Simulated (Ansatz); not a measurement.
## The 3-layer 1T-HfS2 (AA) between two gates

How do the bands of the 3-layer 1T-HfS2 (AA) follow a displacement field between two gates?

Program: Ansatz 0.2.0. Level of theory: plane-wave DFT, PBE-D3(BJ), Ansatz PAW (set soft_1); PAW set soft_1. Results are calculated unless marked as measured.

### 1. Set-up

The cell holds 9 atoms: 6 S and 3 Hf. Cell: a = 3.640 Å, b = 3.640 Å, c = 62.236 Å, α = 90.0°, β = 90.0°, γ = 120.0°. Regions: layer 1: 1T-HfS2, 3 atoms (2 S and 1 Hf); layer 2: 1T-HfS2, 3 atoms (2 S and 1 Hf); layer 3: 1T-HfS2, 3 atoms (2 S and 1 Hf). Vacuum lies along c.

Structure file:

```cif
data_structure
_symmetry_space_group_name_H-M 'P 1'
_symmetry_Int_Tables_number 1
_cell_length_a 3.6400
_cell_length_b 3.6400
_cell_length_c 62.2365
_cell_angle_alpha 90.000
_cell_angle_beta 90.000
_cell_angle_gamma 120.000
_cell_volume 714.13
loop_
_atom_site_label
_atom_site_type_symbol
_atom_site_fract_x
_atom_site_fract_y
_atom_site_fract_z
_atom_site_occupancy
S1 S 0.66667 0.33333 0.37438 1
Hf2 Hf 0.00000 0.00000 0.40018 1
S3 S 0.33333 0.66667 0.42599 1
S4 S 0.66667 0.33333 0.47419 1
Hf5 Hf 0.00000 0.00000 0.50000 1
S6 S 0.33333 0.66667 0.52581 1
S7 S 0.66667 0.33333 0.57401 1
Hf8 Hf 0.00000 0.00000 0.59982 1
S9 S 0.33333 0.66667 0.62562 1
```

### 2. Relaxing the slab

The starting cell is a guess, so the in-plane lattice and the atoms are relaxed first, with the slab cut off from its images along the normal.

The input, input.yaml:

```yaml
crystal:
  lattice:
    - [3.64, 0.0, 0.0]
    - [-1.82, 3.1523324698, 0.0]
    - [0.0, 0.0, 62.2364775752]
  atoms:
    - { symbol: S, position: [0.6666666667, 0.3333333333, 0.3743785141] }
    - { symbol: Hf, position: [0.0, 0.0, 0.4001845954] }
    - { symbol: S, position: [0.3333333333, 0.6666666667, 0.4259906766] }
    - { symbol: S, position: [0.6666666667, 0.3333333333, 0.4741939188] }
    - { symbol: Hf, position: [0.0, 0.0, 0.5] }
    - { symbol: S, position: [0.3333333333, 0.6666666667, 0.5258060812] }
    - { symbol: S, position: [0.6666666667, 0.3333333333, 0.5740093234] }
    - { symbol: Hf, position: [0.0, 0.0, 0.5998154046] }
    - { symbol: S, position: [0.3333333333, 0.6666666667, 0.6256214859] }
  periodic: [true, true, false]
kpoints:
  mp_grid: { grid: [12, 12, 1] }
hamiltonian:
  xc: pbe
  dispersion: d3bj
  pseudopotentials: { kind: paw, azcp: { folder: soft_1 } }
scf:
  occupations: { method: fermi_dirac, width: 0.05 }
  convergence: { dr2_threshold: 1.0e-09 }
relax:
  f_tol: 0.004
  max_steps: 90
  cell: {}
output:
  write_potential: true
  write_density: true
  volumetric_format: npy
```

Started as:

```
> ansatz run input.yaml --threads 4 --pin off --max-ram 8192MiB --backend cpu --events-out ev --progress --plain --runs-dir out
```

Numbers of over 12 decimals in the logs are rounded to 6 here.

Output:

```text
Warning: relax.cell: scf.convergence.dr2_threshold = 1e-9 eV is looser than the 1.36938574477e-10 eV advised for a relaxation that steers and ends on the stress (1e-10 eV for each atom of the cell: 9, times the square of relax.cell.stress_2d_tol = 0.05 N/m over 25.6 Å (the atoms' height at the walk's start and 5 Å past either face), 1.950e-2 GPa, over a crystal's default 0.05). What an SCF threshold leaves in a stress goes as its square root, and in the free energy as the threshold itself, and one threshold admits the most on a small cell: [figures from the program's tests cut] Set scf.convergence.dr2_threshold to 1.36938574477e-10 eV or tighter. [rest of the remark cut]
Engine: ansatz 0.2.0, aarch64-unknown-linux-gnu
Pseudopotentials: kind: paw
Pseudopotential: S, paw, valence charge 6, recommended cutoff 420 eV (normal), soft_1/S.paw.azcp
Pseudopotential: Hf, paw, valence charge 26, recommended cutoff 420 eV (normal), soft_1/Hf.paw.azcp
Functional definition: PBE
  parameter kappa = 0.804
  parameter beta = 0.066725
  exchange = pbe_x(kappa = kappa, mu = beta*pi^2/3)
  correlation = pbe_c(beta = beta)
Crystal: 9 atoms, lattice volume = 714.132 Å³
Basis set: ecut = 420 eV, 13755 PW (Γ), exchange–correlation on 50×50×864 points (8 copies of the dense FFT grid, shifted against one another)
Bands: 69, of which v1, the nominal top of the filled ones, is band 57 counted from 1 (56 counted from 0)
Symmetry: 12 space group operations
Space group: P-3m1 (ITA 164), of the structure as read, at distance tolerance 8.9e-5 Å
k-points: 19 of 144
Non-local potential: S, projectors of the file, l = 0: 2, l = 1: 2, l = 2: 1
Non-local potential: Hf, projectors of the file, l = 0: 3, l = 1: 2, l = 2: 2, l = 3: 3
PAW form: soft (Blöchl's): semilocal exchange-correlation on the pseudo side does not see the compensation charge
PAW one-centre angular grid: S, 110 points (default); XC on 64 Gauss nodes
PAW one-centre angular grid: Hf, 590 points (default); XC on 64 Gauss nodes
Initial density: superposition of atomic densities (neutral atoms: chi_scale 0, normalization atom)
Initial wavefunctions: pseudopotential atomic-orbital guess
Functional: x = pbe(κ = 0.804, μ = 0.219515), c = pbe(β = 0.066725)
SCF iter   1: F=—  HF=-52597.706239 eV  |F-HF|=—  |Δ(HF+E_count)|=         —  Δρ=2.86e-2  dr2=1.11e1  ethr=3.10e-3  ⟨swp⟩=12.1  Hψ=7882  notcnv=0  defer=16
preconditioner: auto → Resta (q_TF=auto, 2.009 Å⁻¹)  ε∞=2.3  [insulator: Δε(μ)=1.831 eV  Ē_g=11.382 eV  σ=0.050 eV  W_gap=1.00  n_scr=68 (ndim 8)  ℏωp=13.2 eV  f_vac=0.693  D(μ)=0.00/eV (n_scr^D=0)  ε∞_Penn≈2.3  vacuum switching on, ρ_ref=9.4e-3 e/Å³]
SCF iter   2: F=—  HF=-52595.160776 eV  |F-HF|=—  |Δ(HF+E_count)|=    2.55e0  Δρ=1.23e-2  dr2=1.96e0  ethr=3.10e-3  ⟨swp⟩=4.4  Hψ=3152  notcnv=0  defer=66
SCF iter   3: F=—  HF=-52594.816827 eV  |F-HF|=—  |Δ(HF+E_count)|=   3.44e-1  Δρ=6.69e-3  dr2=3.14e-1  ethr=1.72e-3  ⟨swp⟩=4.2  Hψ=2854  notcnv=0  defer=66
SCF iter   4: F=—  HF=-52594.798179 eV  |F-HF|=—  |Δ(HF+E_count)|=   1.86e-2  Δρ=2.85e-3  dr2=4.17e-2  ethr=2.75e-4  ⟨swp⟩=3.6  Hψ=3033  notcnv=0  defer=66
SCF iter   5: F=—  HF=-52594.802351 eV  |F-HF|=—  |Δ(HF+E_count)|=   4.17e-3  Δρ=7.00e-4  dr2=3.61e-3  ethr=3.66e-5  ⟨swp⟩=2.9  Hψ=2533  notcnv=0  defer=66
SCF iter   6: F=—  HF=-52594.801957 eV  |F-HF|=—  |Δ(HF+E_count)|=   3.95e-4  Δρ=1.91e-4  dr2=5.29e-4  ethr=3.17e-6  ⟨swp⟩=3.2  Hψ=3039  notcnv=0  defer=66
SCF iter   7: F=—  HF=-52594.802075 eV  |F-HF|=—  |Δ(HF+E_count)|=   1.19e-4  Δρ=1.30e-4  dr2=1.02e-3  ethr=4.64e-7  ⟨swp⟩=3.1  Hψ=2439  notcnv=0  defer=66
SCF iter   8: F=—  HF=-52594.801994 eV  |F-HF|=—  |Δ(HF+E_count)|=   8.10e-5  Δρ=3.18e-5  dr2=1.64e-5  ethr=4.64e-7  ⟨swp⟩=2.4  Hψ=1594  notcnv=0  defer=66
SCF iter   9: F=—  HF=-52594.802107 eV  |F-HF|=—  |Δ(HF+E_count)|=   1.12e-4  Δρ=2.17e-5  dr2=2.46e-6  ethr=1.44e-8  ⟨swp⟩=3.2  Hψ=2821  notcnv=0  defer=66
SCF iter  10: F=—  HF=-52594.802367 eV  |F-HF|=—  |Δ(HF+E_count)|=   2.61e-4  Δρ=9.87e-6  dr2=1.91e-6  ethr=2.16e-9  ⟨swp⟩=2.9  Hψ=3034  notcnv=0  defer=66
SCF iter  11: F=—  HF=-52594.802367 eV  |F-HF|=—  |Δ(HF+E_count)|=   3.08e-8  Δρ=9.75e-6  dr2=6.58e-7  ethr=1.67e-9  ⟨swp⟩=2.6  Hψ=2466  notcnv=0  defer=66
SCF iter  12: F=—  HF=-52594.802367 eV  |F-HF|=—  |Δ(HF+E_count)|=   1.81e-7  Δρ=2.37e-6  dr2=2.89e-8  ethr=5.77e-10  ⟨swp⟩=3.2  Hψ=2871  notcnv=0  defer=66
SCF iter  13: F=—  HF=-52594.802367 eV  |F-HF|=—  |Δ(HF+E_count)|=   3.43e-9  Δρ=4.41e-7  dr2=1.95e-9  ethr=2.54e-11  ⟨swp⟩=3.0  Hψ=2776  notcnv=0  defer=66
SCF iter  14: F=-52594.802367 eV  HF=-52594.802367 eV  |F-HF|=3.14e-9  |Δ(HF+E_count)|=   2.23e-9  Δρ=3.22e-7  dr2=7.30e-10  ethr=1.00e-12  ⟨swp⟩=12.5  Hψ=11688  notcnv=0
SCF 1 converged in 14 iterations: F = -52594.802367 eV  dr2 = 7.30e-10
  greatest PAW one-centre occupation: 0.999 electrons in one spin orbital (limit 2), on the Hf atom at site 7 (counted from 0), in its partial waves of l = 0
relax step   1: F+E_penalty+E_count = -52594.80236726 eV  Δ(F+E_penalty+E_count) = +0.000e0 eV  max|allowed force component| = 1.752e0 eV/Å  Δτ_max = 0.0000 Å  P = -12.615 N/m  Ω = 714.132 Å³  fix = [c, alpha, beta]  reactions: c -0.000 N/m  (14 SCF iters, accepted)
Crystal: 9 atoms, lattice volume = 702.526 Å³
Basis set: ecut = 420 eV, 13551 PW (Γ), exchange–correlation on 50×50×864 points (8 copies of the dense FFT grid, shifted against one another)
Initial density: handed on by an earlier stage of this run
Initial wavefunctions: those handed on with the density
iter 1 solved again at ethr=7.63e-4 eV; its pass at ethr=3.10e-3 eV (dr2=8.70e-1 eV) is discarded
SCF iter   1: F=—  HF=-52595.822542 eV  |F-HF|=—  |Δ(HF+E_count)|=         —  Δρ=6.20e-3  dr2=1.05e0  ethr=7.63e-4  ⟨swp⟩=3.2  Hψ=8633  notcnv=0
eigensolver tolerance schedule calibrated: the retry pair's looser diagonalisation under-reported the residual by θ = 0.17 (0.28/decade); ethr = c·dr2/N_el runs at the constant in force after the calibration composes with the one it found (an armed cap, an earlier calibration), c = 1.3e-2
preconditioner: auto → Resta (q_TF=auto, 2.015 Å⁻¹)  ε∞=2.3  [insulator: Δε(μ)=1.105 eV  Ē_g=11.763 eV  σ=0.050 eV  W_gap=1.00  n_scr=56 (ndim 8)  ℏωp=13.3 eV  f_vac=0.703  D(μ)=0.00/eV (n_scr^D=0)  ε∞_Penn≈2.3  vacuum switching on, ρ_ref=1.0e-2 e/Å³]
SCF iter   2: F=—  HF=-52595.609642 eV  |F-HF|=—  |Δ(HF+E_count)|=   2.13e-1  Δρ=2.76e-3  dr2=9.50e-2  ethr=1.20e-4  ⟨swp⟩=6.7  Hψ=4600  notcnv=0
SCF iter   3: F=—  HF=-52595.586181 eV  |F-HF|=—  |Δ(HF+E_count)|=   2.35e-2  Δρ=1.18e-3  dr2=1.08e-2  ethr=1.09e-5  ⟨swp⟩=4.4  Hψ=3944  notcnv=0  defer=6
[...]
SCF iter  11: F=-52595.692072 eV  HF=-52595.692072 eV  |F-HF|=1.03e-9  |Δ(HF+E_count)|=   4.14e-9  Δρ=3.00e-7  dr2=6.15e-10  ethr=1.00e-12  ⟨swp⟩=10.8  Hψ=13030  notcnv=0
SCF 3 converged in 11 iterations: F = -52595.692072 eV  dr2 = 6.15e-10
relax step   3: F+E_penalty+E_count = -52595.69207233 eV  Δ(F+E_penalty+E_count) = -1.075e-1 eV  max|allowed force component| = 7.381e-2 eV/Å  Δτ_max = 0.1914 Å  P = -0.911 N/m  Ω = 703.962 Å³  energy of the carried Pulay correction = +4.561e-4 eV  fix = [c, alpha, beta]  reactions: c -0.000 N/m  (11 SCF iters, accepted)
[...]
relax step   4: F+E_penalty+E_count = -52595.72027211 eV  Δ(F+E_penalty+E_count) = -2.820e-2 eV  max|allowed force component| = 6.673e-2 eV/Å  Δτ_max = 0.1941 Å  P = -0.164 N/m  Ω = 700.957 Å³  energy of the carried Pulay correction = +5.922e-4 eV  fix = [c, alpha, beta]  reactions: c -0.000 N/m  (12 SCF iters, accepted)
[...]
relax step   5: F+E_penalty+E_count = -52595.72348314 eV  Δ(F+E_penalty+E_count) = -3.211e-3 eV  max|allowed force component| = 2.278e-2 eV/Å  Δτ_max = 0.1393 Å  P = +0.063 N/m  Ω = 701.883 Å³  energy of the carried Pulay correction = +5.502e-4 eV  fix = [c, alpha, beta]  reactions: c +0.000 N/m  (12 SCF iters, accepted)
[...]
relax step   6: F+E_penalty+E_count = -52595.72448604 eV  Δ(F+E_penalty+E_count) = -1.003e-3 eV  max|allowed force component| = 6.130e-3 eV/Å  Δτ_max = 0.0274 Å  P = +0.000 N/m  Ω = 702.368 Å³  energy of the carried Pulay correction = +5.282e-4 eV  fix = [c, alpha, beta]  reactions: c +0.000 N/m  (10 SCF iters, accepted)
[...]
relax step   7: F+E_penalty+E_count = -52595.72465963 eV  Δ(F+E_penalty+E_count) = -1.736e-4 eV  max|allowed force component| = 1.161e-3 eV/Å  Δτ_max = 0.0170 Å  P = -0.008 N/m  Ω = 702.330 Å³  energy of the carried Pulay correction = +5.300e-4 eV  fix = [c, alpha, beta]  reactions: c -0.000 N/m  (10 SCF iters, accepted)
Initial wavefunctions: pseudopotential atomic-orbital guess (no wavefunctions were taken with the density)
iter 1 solved again at ethr=4.27e-7 eV; its pass at ethr=3.10e-3 eV (dr2=4.87e-4 eV) is discarded
SCF iter   1: F=—  HF=-52595.723623 eV  |F-HF|=—  |Δ(HF+E_count)|=         —  Δρ=8.91e-6  dr2=1.89e-7  ethr=4.27e-7  ⟨swp⟩=5.8  Hψ=14687  notcnv=0
eigensolver tolerance schedule: the retry pair's looser diagonalisation over-reported the residual by 2568.49 of it (diagonalisation noise at 0.55 of the residual, at the tolerance the schedule requests for it); recorded, not acted on — ethr = c·dr2/N_el stays at c = 1.0e-1
SCF iter   2: F=—  HF=-52595.724020 eV  |F-HF|=—  |Δ(HF+E_count)|=   3.97e-4  Δρ=6.28e-6  dr2=1.67e-7  ethr=1.66e-10  ⟨swp⟩=5.7  Hψ=5220  notcnv=0
SCF iter   3: F=—  HF=-52595.724020 eV  |F-HF|=—  |Δ(HF+E_count)|=   6.99e-9  Δρ=2.95e-6  dr2=1.92e-8  ethr=1.47e-10  ⟨swp⟩=2.5  Hψ=2566  notcnv=0
SCF iter   4: F=—  HF=-52595.724020 eV  |F-HF|=—  |Δ(HF+E_count)|=   2.47e-8  Δρ=9.52e-7  dr2=3.10e-8  ethr=1.69e-11  ⟨swp⟩=4.1  Hψ=3493  notcnv=0
SCF iter   5: F=—  HF=-52595.724020 eV  |F-HF|=—  |Δ(HF+E_count)|=   3.27e-9  Δρ=3.82e-7  dr2=1.54e-9  ethr=1.69e-11  ⟨swp⟩=2.2  Hψ=1552  notcnv=0
SCF iter   6: F=-52595.724020 eV  HF=-52595.724020 eV  |F-HF|=9.46e-11  |Δ(HF+E_count)|=  4.51e-10  Δρ=2.20e-7  dr2=6.41e-10  ethr=1.00e-12  ⟨swp⟩=19.6  Hψ=12647  notcnv=0
SCF 8 converged in 6 iterations: F = -52595.724020 eV  dr2 = 6.41e-10
relax step   8: F+E_penalty+E_count = -52595.72401985 eV  Δ(F+E_penalty+E_count) = +6.398e-4 eV  max|allowed force component| = 9.793e-4 eV/Å  Δτ_max = 0.0000 Å  P = +0.001 N/m  Ω = 702.330 Å³  fix = [c, alpha, beta]  reactions: c +0.000 N/m  stress off target by 6.49e-4 N/m on what of the cell is left free  SCF on the basis re-selected at this cell (its energy is not comparable with the rows above)  (6 SCF iters)
basis re-selected at this cell: Δ(F+E_penalty+E_count) = +6.398e-4 eV, ΔP = +0.009 N/m vs the last step (what re-selecting the basis moved, of the pressure what is left beyond the Pulay correction that the steps carried, after the strain that the cell walked since its last selection, with what the two solves' SCF thresholds leave and, on support functions, any second-order correction that the steps lacked; it is no m [...]
WARN: The output density's exchange-correlation potential varies sharply where the density is thin. Do not read a vacuum level from v_tot or v_xc, or from such a field of the output density. On a cell that repeats whose density bears no net charge and no dipole along the vacuum's axis use v_es (v_loc + v_h of the components); under efield.dipole_correction with no amplitude use v_es + v_field, which holds any externa [...]
SCF converged after 6 iterations
Free energy (F): -52595.724020 eV
Harris-Foulkes:  -52595.724020 eV  (|F-HF|=9.46e-11)
Internal energy: -52595.724018 eV  (E = F + TS)
E sigma→0 (E₀):  -52595.724019 eV
Entropy (-TS):   -0.000002 eV (-0.000 meV/atom)
Fermi energy:    -5.769044 eV
--- Per-component energies (eV) ---
  E_band       = -2370.343442
  E_kinetic    = 1850.061526
  E_local      = -1070660.812170  (includes V_loc(G=0)·N_el)
  E_nonlocal   = 390.254077
  E_hartree    = 533773.295664
  E_xc         = -1332.325981
  E_vxc        = -1259.535590  (∫ρ·V_xc dr)
  E_paw        = -26744.607467  (= ΣΔE_a)
  E_vpaw       = -236.889360  (= ΣTr[D̂ρ^β])
  E_aug_tail   = 0.000245  (compensation charges beyond the density's cutoff)
  E_ewald      = 510131.116925
  E_disp       = -2.706835  (pairwise vdW)
  E_smearing   = -0.000002  (= −TS)
  E_closure    = -0.000000  (closes the sum)
  Σ components = -52595.724020   (vs F -52595.724020, Δ=0.00e0)
--- Forces (eV/Å), atoms counted from 1 ---
  atom   1  S     -0.00000000     0.00000000     0.00003864
  atom   2  Hf     0.00000000    -0.00000000     0.00003556
  atom   3  S      0.00000000    -0.00000000    -0.00078175
  atom   4  S     -0.00000000     0.00000000     0.00097931
  atom   5  Hf     0.00000000     0.00000000     0.00000000
  atom   6  S      0.00000000    -0.00000000    -0.00097931
  atom   7  S     -0.00000000     0.00000000     0.00078175
  atom   8  Hf    -0.00000000     0.00000000    -0.00003556
  atom   9  S      0.00000000    -0.00000000    -0.00003864
  max |Σ_I F_I| component: 1.85e-17 eV/Å
--- 2D stress c σ (N/m, compression-positive) ---
        0.000649       0.000000      -0.000000
        0.000000       0.000649      -0.000000
       -0.000000      -0.000000       0.000000
  P = ½ c Tr σ = 0.0006 N/m
--- Band table (eV; the first three rows and the last of 19) ---
  k-point 0: bands = [... 53 lower, -6.3544, -6.3544, -6.3073, -6.3073, -4.3116, -4.3116, -4.2824, -4.2824, ... 8 higher]
  k-point 1: bands = [... 53 lower, -6.6493, -6.5578, -6.5001, -6.3971, -4.2936, -4.2597, -4.2433, -4.0575, ... 8 higher]
  k-point 2: bands = [... 53 lower, -6.9429, -6.8743, -6.8091, -6.4378, -4.4553, -4.4295, -4.4208, -3.5233, ... 8 higher]
  k-point 18: bands = [... 53 lower, -8.1868, -8.1266, -8.1266, -7.9732, -3.5968, -3.5064, -3.4414, -2.8982, ... 8 higher]
  the weakly bound empty levels are not read free of the cell's end (no_gap_told)
--- Relaxed structure (7 steps of the walk, 7 accepted, 1 SCFs on fresh bases) ---
  F+E_penalty+E_count = -52595.72401985 eV   max|allowed force component| = 9.793e-4 eV/Å   (the final SCF, on the basis selected at the relaxed cell)
  cell:  # Å, volume = 702.3296 Å³
    - [3.609796, 0, 0]
    - [-1.804898, 3.126175, 0]
    - [0, 0, 62.2364775752]
  atoms:
    - { symbol: S, position: [0.666667, 0.333333, 0.383717] }
    - { symbol: Hf, position: [-4.412581727457448e-18, 0, 0.407158] }
    - { symbol: S, position: [0.333333, 0.666667, 0.430547] }
    - { symbol: S, position: [0.666667, 0.333333, 0.476621] }
    - { symbol: Hf, position: [0, 0, 0.500000] }
    - { symbol: S, position: [0.333333, 0.666667, 0.523379] }
    - { symbol: S, position: [0.666667, 0.333333, 0.569453] }
    - { symbol: Hf, position: [4.412581727457444e-18, 0, 0.592842] }
    - { symbol: S, position: [0.333333, 0.666667, 0.616283] }
```

Elapsed: 2.5 min, on 4 threads of Arm Neoverse V1, shared host; peak memory 1.8 GiB.

Relaxation path:

| step | energy less that of the first step (eV) | largest force component (eV/Å) | volume (Å³) |
| --- | --- | --- | --- |
| 1 | 0.0000 | 1.7516 | 714.13 |
| 2 | -0.7822 | 0.6144 | 702.53 |
| 3 | -0.8897 | 0.0738 | 703.96 |
| 4 | -0.9179 | 0.0667 | 700.96 |
| 5 | -0.9211 | 0.0228 | 701.88 |
| 6 | -0.9221 | 0.0061 | 702.37 |
| 7 | -0.9223 | 0.0012 | 702.33 |
| 8* | -0.9217 | 0.0010 | 702.33 |

Relaxation steps marked * repeat the geometry before them on a plane-wave basis chosen anew for their cell, so energy and pressure can jump there.

Forces are held to the 12 operations that the run works with; a distortion that breaks them can't arise in this run.

| cell as run | before | after | change |
| --- | --- | --- | --- |
| a (Å) | 3.640 | 3.610 | -0.8 % |
| b (Å) | 3.640 | 3.610 | -0.8 % |

The atoms that moved most (Å, along periodic axes as changes of fractional coordinates times the final cell, across vacuum about the mean position):

| atom | dx | dy | dz | length |
| --- | --- | --- | --- | --- |
| S9 | 0.000 | 0.000 | -0.581 | 0.581 |
| S1 | 0.000 | 0.000 | 0.581 | 0.581 |
| Hf2 | 0.000 | 0.000 | 0.434 | 0.434 |
| Hf8 | 0.000 | 0.000 | -0.434 | 0.434 |
| S7 | 0.000 | 0.000 | -0.284 | 0.284 |
| S3 | 0.000 | 0.000 | 0.284 | 0.284 |
| S6 | 0.000 | 0.000 | -0.151 | 0.151 |
| S4 | 0.000 | 0.000 | 0.151 | 0.151 |

The relaxed structure:

```cif
data_structure
_symmetry_space_group_name_H-M 'P 1'
_symmetry_Int_Tables_number 1
_cell_length_a 3.6098
_cell_length_b 3.6098
_cell_length_c 62.2365
_cell_angle_alpha 90.000
_cell_angle_beta 90.000
_cell_angle_gamma 120.000
_cell_volume 702.33
loop_
_atom_site_label
_atom_site_type_symbol
_atom_site_fract_x
_atom_site_fract_y
_atom_site_fract_z
_atom_site_occupancy
S1 S 0.66667 0.33333 0.38372 1
Hf2 Hf 0.00000 0.00000 0.40716 1
S3 S 0.33333 0.66667 0.43055 1
S4 S 0.66667 0.33333 0.47662 1
Hf5 Hf 0.00000 0.00000 0.50000 1
S6 S 0.33333 0.66667 0.52338 1
S7 S 0.66667 0.33333 0.56945 1
Hf8 Hf 0.00000 0.00000 0.59284 1
S9 S 0.33333 0.66667 0.61628 1
```

The lattice constant a goes from 3.640 to 3.610 Å.

(Part 1 of 3 ends here.)

[Logs are printed without paths, hosts, clocks, repeated set-up lines and the standing remarks that a program may print on its own settings, such as how far it seeks lower states.]

[Hosts, paths, dates, database ids (printed as entryN), source tags and the programs' standing remarks are cut or masked in the printed files.]

[Maps of the electrostatic potential energy from Ansatz leave out the sawtooth potential of an applied field or a dipole correction, so their vacuum need not be flat; planar profiles and work functions include it.]
